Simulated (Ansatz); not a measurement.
# V_N-V_Al in AlN (F-43m): charge-transition levels and formation energies, part 3 of 3

Wanted: the transition levels of a complex in AlN (F-43m), from a cell of 54 host atoms with 1 N and 1 Al taken out.

Ansatz; place-levels on r2SCAN runs: charge-transition levels and formation energies with image-charge correction and potential alignment at the atomic sites; PAW set soft_1.

So far. Step 3 (Levels against the band edges, r2SCAN): Under r2SCAN the gap is 3.92 eV, (+2/+1) 0.70, (+1/0) 1.40, (0/−1) 1.87, (−1/−2) 2.45 eV.

## Step 4: The same at the relaxations' own k-points

The relaxations' own energies give the levels at their sampling, for comparison.

Input file levels.relax_mesh.yaml:

```yaml
host:
  run: host.relax.run
states: [qm2.relax.run, qm2_M2.relax.run, qm1_M1.relax.run, q0.relax.run, q0_M2.relax.run, qp1_M1.relax.run, qp2.relax.run, qp2_M2.relax.run]
chemical_potentials:
  "N":
    energy: -384.814403
    dataset: "<sha256 of the dataset>"
  Al:
    energy: -540.418346
    dataset: <sha256 of the dataset>
```

Launch:

```sh
$ ansatz place-levels levels.relax_mesh.yaml -- --threads 4 --pin off --max-ram 7536MiB
```

Numbers of over 12 decimals in the logs are rounded to 6 here.

Log:

```text
(+2/+1) 0.512 eV above the valence edge, 3.359 eV under the conduction edge
(+1/0) 1.252 eV above the valence edge, 2.619 eV under the conduction edge
(0/-1) 1.881 eV above the valence edge, 1.989 eV under the conduction edge
(-1/-2) 2.485 eV above the valence edge, 1.385 eV under the conduction edge
formation energy of charge +2: +8.828 eV with the Fermi level at the valence edge
formation energy of charge +1: +9.340 eV with the Fermi level at the valence edge
formation energy of charge 0: +10.591 eV with the Fermi level at the valence edge
formation energy of charge -1: +12.472 eV with the Fermi level at the valence edge
formation energy of charge -2: +14.957 eV with the Fermi level at the valence edge
  edges by r2scan, gap 3.870 eV; the host is sampled to repeats of 9.27 Å
[... the lines on each state left out ...]
```

It took 0.32 s on 4 threads of Arm Neoverse N1, shared host.

Levels between neighbouring charges, in eV above the valence top:

```csv
,gap (eV),(+2/+1),(+1/0),(0/−1),(−1/−2)
"one point at (¼, ¼, ¼)",3.87,0.51,1.25,1.88,2.49
a 2×2×2 shifted mesh,3.92,0.70,1.40,1.87,2.45
```

Going from one point at (¼, ¼, ¼) to a 2×2×2 shifted mesh moves the levels that carry no band-filling term by up to 0.19 eV and formation energies against the elements by up to 0.76 eV.

## Step 5: Placing the levels, PBEsol

PBEsol on the same structure is run to see how far the result rests on the functional, though not on the errors that semilocal functionals share.

Input file qm2.pbesol/input.yaml:

```yaml
crystal:
  checkpoint: "../qm2.relax.run"
  host: checkpoint
total_charge: -2
basis:
  ecutwfc: 420
  xc_grid: 2
hamiltonian:
  xc: pbesol
  pseudopotentials: { kind: paw, azcp: { folder: soft_1 }, xc_functional: pbe }
kpoints:
  mp_grid: { grid: [2, 2, 2], shift: [0.5, 0.5, 0.5] }
scf:
  occupations: { method: fermi_dirac, width: 0.01 }
  max_iter: 80
output:
  forces: true
  eigenvalues: true
  charged_corrections:
    epsilon: 4.64
    static_epsilon: 8.51
    defect_position: [0.375, 0.375, 0.541667]
checkpoint:
  write: "../qm2.pbesol.run"
  compress: false
  write_wavefunctions: false
  write_every: 100000
```

Wall time 35 s (4 threads); peak memory 1.8 GiB.

Input file levels.pbesol.yaml:

```yaml
host:
  run: host.pbesol.run
  levels_from: { run: edges.pbesol.run }
states: [qm2.pbesol.run, qm2_M2.pbesol.run, qm1_M1.pbesol.run, q0.pbesol.run, q0_M2.pbesol.run, qp1_M1.pbesol.run, qp2.pbesol.run, qp2_M2.pbesol.run]
geometry_from:
  qm2.pbesol.run: qm2.relax.run
  qm2_M2.pbesol.run: qm2_M2.relax.run
  qm1_M1.pbesol.run: qm1_M1.relax.run
  q0.pbesol.run: q0.relax.run
  q0_M2.pbesol.run: q0_M2.relax.run
  qp1_M1.pbesol.run: qp1_M1.relax.run
  qp2.pbesol.run: qp2.relax.run
  qp2_M2.pbesol.run: qp2_M2.relax.run
  host.pbesol.run: host.relax.run
chemical_potentials:
  "N":
    energy: -378.476431
    dataset: "<sha256 of the dataset>"
  Al:
    energy: -524.554572
    dataset: <sha256 of the dataset>
```

Launch:

```sh
$ ansatz place-levels levels.pbesol.yaml -- --threads 4 --pin off --max-ram 7536MiB
```

Log:

```text
(+2/+1) 0.470 eV above the valence edge, 2.710 eV under the conduction edge
(+1/0) 1.021 eV above the valence edge, 2.158 eV under the conduction edge
(0/-1) 1.633 eV above the valence edge, 1.547 eV under the conduction edge
(-1/-2) 2.220 eV above the valence edge, 0.959 eV under the conduction edge
formation energy of charge +2: +9.229 eV with the Fermi level at the valence edge
formation energy of charge +1: +9.699 eV with the Fermi level at the valence edge
formation energy of charge 0: +10.720 eV with the Fermi level at the valence edge
formation energy of charge -1: +12.353 eV with the Fermi level at the valence edge
formation energy of charge -2: +14.573 eV with the Fermi level at the valence edge
  edges by pbesol of host.levels_from (edges.pbesol.run), its mesh sampled to repeats of 33.99 Å (the valence edge +0.058 eV and the conduction edge -0.411 eV from those of the host's own run), gap 3.179 eV; the host is sampled to repeats of 18.54 Å
[... the lines on each state left out ...]
```

Wall time 0.74 s (4 threads).

Under PBEsol the gap is 3.18 eV, (+2/+1) 0.47, (+1/0) 1.02, (0/−1) 1.63, (−1/−2) 2.22 eV.

## Step 6: The ladder

Levels between neighbouring charges, in eV above each run's own valence top:

```csv
,gap (eV),(+2/+1),(+1/0),(0/−1),(−1/−2),CPU time a state at this stage (restarts are quicker than cold starts)
"r2SCAN, 2×2×2 shifted mesh",3.92,0.70,1.40,1.87,2.45,9.5 min
"PBEsol on r2SCAN structures, 2×2×2 shifted mesh",3.18,0.47,1.02,1.63,2.22,4.9 min
```

## Step 7: Outcome

```json
{"gap of the host": "3.92 eV (r2SCAN)", "level (plus 2/plus 1)": "0.70 eV above the valence top", "level (plus 1/0)": "1.40 eV above the valence top", "level (0/minus 1)": "1.87 eV above the valence top", "level (minus 1/minus 2)": "2.45 eV above the valence top", "lowest of the charges placed, just above the valence top (0.02 eV)": "+2", "lowest of the charges placed, just below the conduction bottom (0.02 eV)": "−2", "lowest formation energy at mid-gap of the charges run, Al-rich": "8.06 eV", "lowest formation energy at mid-gap of the charges run, N-rich": "8.06 eV"}
```

**Reading.** Of the charges placed (−2, −1, 0, +1 and +2), the lowest changes at 0.70 eV (+2/+1), 1.40 eV (+1/0), 1.87 eV (0/−1) and 2.45 eV (−1/−2) above the valence top, in a gap of 3.92 eV. Charges above +2 and below −2 were not placed, so these runs say nothing of levels that involve them. States placed: +2 at 2 μB and 0 μB; +1 at 1 μB; 0 at 0 μB and 2 μB; −1 at 1 μB; −2 at 0 μB and 2 μB. Other spin states or structures, where not listed, weren't placed. Corrections reach 2.1 eV, so the cell is small for these charges and their levels are rough. Going from one point at (¼, ¼, ¼) to a 2×2×2 shifted mesh moves the levels that carry no band-filling term by up to 0.19 eV and formation energies against the elements by up to 0.76 eV. The program doubts the alignment of potentials for at least one state, a sign that the cell is small. Keep in mind: r2SCAN makes the gap too small and tends to spread out bound carriers; where a gas molecule sets a chemical potential or the host's formation energy, its binding is uncorrected; force components of up to 0.31 eV/Å remain in a run at the final settings.

[Logs are printed without paths, hosts, clocks, repeated set-up lines and the standing remarks that a program may print on its own settings, such as how far it seeks lower states.]

[Hosts, paths, dates, database ids (printed as entryN), source tags and the programs' standing remarks are cut or masked in the printed files.]

[Where a table of states has a column of steps, it counts the stored structures, which are thinned; the runs took as many ionic steps or more.]

[A defect's name tells the site on which it was built; relaxed atoms can leave that site.]

[For some hosts the program warned that the k-mesh of the response run may be too coarse for force constants and the static dielectric constant; such warnings are not shown here.]
